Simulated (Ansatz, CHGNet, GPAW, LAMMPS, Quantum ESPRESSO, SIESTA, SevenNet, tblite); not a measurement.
## Glassy 40SiO2-28Al2O3-16Li2O-16SrO (mol %) (85 atoms) in tblite

Aim: run glassy 40SiO2-28Al2O3-16Li2O-16SrO (mol %) (85 atoms) in tblite and see how near its forces come to a plane-wave reference, and at what cost.

Method: the method is named at each step, in tblite 0.8.0.

## 1. Starting point

The cell holds 85 atoms: 10 Si, 14 Al, 8 Li, 4 Sr and 49 O. Its edges and angles: a = 9.957 Å, b = 9.957 Å, c = 9.957 Å, α = 90.0°, β = 90.0°, γ = 90.0°. 85 atoms (10 Si, 14 Al, 8 Li, 4 Sr, 49 O) placed at random at 3.11 g/cm³, melted at 4000 K for 10 ps at fixed volume with the Morse and Coulomb pair potential with partial charges (Pedone, Malavasi, Menziani, Cormack and Segre, J. Phys. Chem. B 110, 11780 (2006)). Quenched from 4000 K to 300 K at 6 K/ps and fixed volume, held 5 ps, then minimised at fixed cell.

The yardstick, on the same geometry:

```
method                                           : Kohn-Sham DFT, PBE, SSSP efficiency 1.3.0 pseudopotentials, plane waves (Quantum ESPRESSO 7.5); sssp-pbe-1.3.0-efficiency, cutoffs 60/480 Ry, Γ point
r.m.s. force component                           : 0.7764 eV/Å
longest force                                    : 3.004 eV/Å
pressure                                         : 7.794 GPa
gap (highest filled to lowest empty level) : 3.648 eV
time                                             : 5.9 min on 2 MPI ranks of Arm Neoverse V1, shared host
CPU time                                         : 12 min
```

## 2. GFN1-xTB

Method: GFN1-xTB tight binding, diagonalisation.

Contents of run.py:

```python
import numpy as np
from ase.io import read
from tblite.ase import TBLite

atoms = read("structure.xyz")
atoms.calc = TBLite(method="GFN1-xTB", electronic_temperature=580, accuracy=1.0, max_iterations=250, mixer_damping=0.4, verbosity=1)
energy = atoms.get_potential_energy()
forces = atoms.get_forces()
print(f"energy {energy:.6f} eV")
print("forces (eV/A)")
for i, (a, f) in enumerate(zip(atoms, forces)):
    print(f"{i:4d} {a.symbol:2s} {f[0]:10.5f} {f[1]:10.5f} {f[2]:10.5f}")
stress = -atoms.get_stress(voigt=False) * 160.21766
print("stress (GPa, compression positive)")
for row in stress:
    print(" ".join(f"{x:10.4f}" for x in row))
print("charges (e)")
print(np.array2string(atoms.get_charges(), precision=4, suppress_small=True, max_line_width=110, threshold=100000))
```

Contents of structure.xyz:

```xyz
85
Lattice="9.95650 0.00000 0.00000 0.00000 9.95650 0.00000 0.00000 0.00000 9.95650" Properties=species:S:1:pos:R:3 pbc="T T T"
Si 0.44077 9.13310 2.05413
Si 9.64954 6.20409 8.09165
Si 3.48398 2.33739 2.91447
Si 2.94234 1.64252 0.03624
Si 5.66246 9.04598 1.20344
Si 6.65383 4.54664 2.00414
Si 7.34999 8.45227 5.83053
Si 2.41495 5.33479 2.21443
Si 2.64773 9.28991 7.84064
Si 5.26161 5.44591 4.77952
Al 0.31921 2.91526 6.07426
Al 8.32473 7.08863 0.82987
Al 4.81466 8.64374 4.38793
Al 3.34538 2.88211 5.76909
Al 5.31368 0.40792 6.83862
Al 6.76942 5.92760 7.45523
Al 1.80004 0.40174 4.81387
Al 8.02852 3.39218 8.31895
Al 8.54377 0.98579 4.98323
Al 1.97477 3.89638 8.37332
Al 5.01489 4.34571 9.09516
Al 2.82406 7.69976 0.28177
Al 6.16168 1.75613 9.47042
Al 6.66140 1.90318 3.49941
Li 8.02653 1.08167 1.40705
Li 7.90297 4.07918 5.23154
Li 5.46761 8.02753 8.48334
Li 7.56694 8.64105 2.96963
Li 5.14532 6.45689 0.56951
Li 2.49540 8.12321 3.25130
Li 5.92242 3.10274 6.31999
Li 0.22681 8.62193 5.79757
Sr 2.50645 6.25149 6.28484
Sr 9.82149 2.98396 1.43672
Sr 9.61907 6.20698 3.80816
Sr 9.06290 0.14009 8.58718
O 1.70993 9.68479 6.60196
O 9.90443 0.42196 1.22176
O 0.20879 1.49547 5.07642
O 6.01691 9.40342 5.48085
O 6.85814 8.05132 0.74953
O 7.36313 3.21525 2.56101
O 5.62423 6.02309 8.68605
O 8.47338 9.57775 6.04399
O 7.84333 0.60396 3.39158
O 4.77992 6.95870 4.95844
O 8.28301 5.17658 8.01090
O 1.92011 3.11907 6.73657
O 3.54242 4.49138 8.28072
O 7.68164 7.59283 4.59403
O 4.16182 9.17063 7.39001
O 6.28882 3.46387 8.20077
O 3.08363 3.85834 2.49629
O 6.41089 5.17419 5.91147
O 7.77672 5.57843 1.49945
O 9.19911 2.59895 7.39419
[... 25 atom lines left out ...]
O 4.13802 4.34810 5.23563
O 1.86226 2.78782 9.66935
O 0.91719 5.12650 1.77654
O 7.03586 7.61881 7.11810
```

Run with:

```
OMP_NUM_THREADS=1 python run.py > output.txt
```

The program printed:

```text
------------------------------------------------------------
  cycle        total energy    energy error   density error
------------------------------------------------------------
      1     -191.2106768611  -1.9209276E+02   1.0612113E+00
      2      10355.55368240   1.0546764E+04   4.6562288E+00
      3      8466.693197974  -1.8888605E+03   2.8210207E+00
      4      1059.498348691  -7.4071948E+03   1.3607945E+00
      5      4057.927204681   2.9984289E+03   1.9571229E+00
      6     -244.8303979988  -4.3027576E+03   4.0005357E-01
      7      123.0229550057   3.6785335E+02   7.7077805E-01
      8     -136.1083329107  -2.5913129E+02   5.3480685E-01
      9      49.17085536283   1.8527919E+02   6.5377952E-01
     10     -71.19265986472  -1.2036352E+02   5.2413567E-01
     11     -196.8390801070  -1.2564642E+02   3.5816398E-01
     12     -238.2157991636  -4.1376719E+01   2.5647507E-01
     13     -261.0112555507  -2.2795456E+01   1.7096091E-01
     14     -281.9643631156  -2.0953108E+01   1.8100725E-02
     15     -280.4231380091   1.5412251E+00   4.3868972E-02
     16     -282.0256595444  -1.6025215E+00   2.0094103E-02
     17     -282.0631208255  -3.7461281E-02   1.5384114E-02
     18     -282.0757043125  -1.2583487E-02   6.1438224E-03
     19     -282.0698301853   5.8741272E-03   2.7147749E-03
     20     -282.0686232173   1.2069680E-03   3.0528426E-03
     21     -282.0738031341  -5.1799169E-03   2.5038282E-03
     22     -282.0723539859   1.4491482E-03   2.3479023E-03
     23     -282.0722544862   9.9499733E-05   2.2100242E-03
     24     -282.0752451124  -2.9906262E-03   1.2448577E-03
     25     -282.0763217273  -1.0766149E-03   6.7090491E-04
     26     -282.0767056045  -3.8387726E-04   2.8347730E-04
     27     -282.0767903557  -8.4751175E-05   6.5292431E-05
     28     -282.0767893830   9.7269373E-07   5.8774462E-05
     29     -282.0767894812  -9.8188366E-08   3.2617229E-05
     30     -282.0767902892  -8.0797702E-07   1.7430983E-05
------------------------------------------------------------
 total:                                   7.152 sec
energy -7675.700429 eV
forces (eV/A)
   0 Si    0.23526   -0.03061    0.14019
   1 Si   -1.06822   -0.27982   -0.51022
   2 Si   -0.50124    0.42507   -0.05501
   3 Si    0.42846    0.30352    0.32820
   4 Si   -0.05428   -0.29298   -0.04542
   5 Si   -0.13413    0.06364    0.21764
   6 Si   -0.53108    1.03081   -0.38428
   7 Si    0.21266    0.08528    0.62684
   8 Si   -0.59351   -0.49748   -0.02395
   9 Si   -0.47452   -0.59229    0.83197
  10 Al    0.04282    0.28327   -0.00976
  11 Al    0.14976    0.19317    0.21801
  12 Al    0.76516   -0.07743    0.50815
  13 Al   -0.22701    0.03383   -0.67350
  14 Al    0.28100   -0.57494   -0.17623
  15 Al    0.43347   -0.25667   -0.39139
  16 Al    0.41721    0.25244   -0.15974
  17 Al   -0.34346    0.26158    0.55380
  18 Al   -1.11557   -0.07084   -0.18927
  19 Al    0.00892   -0.64256   -0.25519
  20 Al    0.91697   -0.39700    0.04870
  21 Al    0.18791    0.32517    0.13965
  22 Al   -0.03076    0.16348   -0.23926
  23 Al    0.66263    0.13329    0.41218
[...]
77 O     1.85732   -0.57401    0.35800
  78 O    -1.05700   -1.60330    0.40438
  79 O     0.28998   -0.11595    2.68217
  80 O     2.31247   -1.37400    0.64717
  81 O    -1.74859   -0.46241    0.76528
  82 O    -2.90677    1.38549    0.31538
  83 O    -4.37915   -1.23476   -0.68763
  84 O    -0.67043   -1.25955    3.45571
stress (GPa, compression positive)
  -14.9463     0.9789     0.4900
    0.9789   -15.9053     0.9363
    0.4900     0.9363   -16.4348
charges (e)
[ 0.8602  0.8959  0.9429  0.9352  0.8841  0.8919  0.9005  0.8678  0.8894  0.8998  1.0511  0.9964  1.0745
  1.0964  1.1174  1.0837  1.0697  1.0563  1.0679  1.0719  1.1157  1.0566  1.1057  1.0806  0.8961  0.9318
  0.9827  0.9985  1.0163  0.975   1.0321  0.8556  1.3477  1.3322  1.3201  1.344  -0.7488 -0.8536 -0.8258
 -0.6574 -0.7835 -0.7563 -0.9462 -0.7693 -0.9341 -0.7052 -0.6726 -0.7895 -0.8534 -0.8266 -0.7049 -0.8714
 -0.5065 -0.7624 -0.7269 -0.8865 -0.7784 -0.6855 -0.6314 -0.8372 -0.6114 -0.5039 -0.8359 -0.7239 -1.0446
 -0.8919 -0.7194 -0.6973 -0.699  -0.9454 -0.7055 -0.654  -0.9589 -0.8751 -0.8917 -0.5275 -0.7281 -0.6034
 -0.4946 -0.7772 -0.682  -0.7164 -0.6973 -0.8331 -0.7123]
```

It took 7.9 s on 1 thread of Arm Neoverse V1, shared host; peak memory 0.12 GiB.

Banners, paths, timers and routine set-up lines are dropped from the logs unmarked, and long logs keep their key lines alone; longer cuts are marked.

Compared with the plane-wave run:

```
r.m.s. force component                  : 1.22 eV/Å
r.m.s. difference of force components   : 676.8 meV/Å
longest difference of force vectors     : 2365 meV/Å
force difference over r.m.s. force      : 87.17 %
slope of forces against the reference's : 1.355
correlation of force components         : 0.8621
pressure                                : -15.76 GPa
pressure difference                     : -23.56 GPa
```

Length of the force difference by element (eV/Å):

```csv
element,atoms,mean,most
Al,14,0.64,0.92
Li,8,0.43,1.2
O,49,1.3,2.4
Si,10,0.87,1.6
Sr,4,0.90,1.3
```

Local excerpt of 9 atoms (numbers count through the whole input) about O50, which bears the longest force; x, y, z are measured from there.

```csv
atom,x,y,z,distance (Å),bonds,Mulliken charge (e),Fx,Fy,Fz (eV/Å)
O50,0.00,0.00,0.00,0.00,3,-0.83,1.98,-2.61,-4.20
Si7,-0.33,0.86,1.24,1.54,4,0.90,-0.53,1.03,-0.38
Li28,-0.11,1.05,-1.62,1.94,5,1.00,-0.20,0.35,0.48
Sr35,1.94,-1.39,-0.79,2.51,7,1.32,-0.04,0.27,-0.64
O44,0.79,1.98,1.45,2.58,4,-0.77,3.25,1.72,1.67
O85,-0.65,0.03,2.52,2.61,3,-0.71,-0.67,-1.26,3.46
O40,-1.66,1.81,0.89,2.61,3,-0.66,-1.87,1.29,-0.47
Li32,2.50,1.03,1.20,2.96,4,0.86,-0.50,0.08,0.48
O46,-2.90,-0.63,0.36,2.99,3,-0.71,-1.82,2.06,0.17
```

Atoms are counted from 1 here, from 0 in the log.

Forces lie 87 % from the reference's, at 0.011 times its CPU time (on 1 against 2 cores).

## 3. Summary of results

| Item | Value |
| --- | --- |
| force difference from the reference | tblite GFN1-xTB, 87 % |
| its CPU time | 7.9 s |

In words: Tight binding differs by 87 % (tblite GFN1-xTB); it is another model, with fitted parameters of its own, and the xTB methods hold dispersion. One electronic-structure run takes under half the reference's CPU time: tblite GFN1-xTB, at 87 % in 7.9 s against 12 min, too far off to be of use; its pressure misses by -23.6 GPa. Periodic xTB results under one method name differ between programs and library versions. The reference's pressure holds the uncorrected Pulay stress of its 60 Ry basis, so small pressure differences, and their order, may be the reference's own error. The quench rate of 6 K/ps is many orders above laboratory rates, so the cell is likely richer in defects and strain than a real sample. The network of bonds at the start is that of the classical potential that made the cell, and needn't be the one that DFT or experiment would give. The reference's pressure of 7.8 GPa belongs to a cell and atoms that aren't relaxed at this level. The electronic-structure runs sample only Γ, in a cell whose shortest periodic width is 10 Å.

[Also dropped from logs without a mark: logging warnings of Python, and SIESTA's first energy breakdown and zero terms.]

[Logs are printed without paths, hosts, clocks, repeated set-up lines and the standing remarks that a program may print on its own settings, such as how far it seeks lower states.]

[Hosts, paths, dates, database ids (printed as entryN), source tags and the programs' standing remarks are cut or masked in the printed files.]
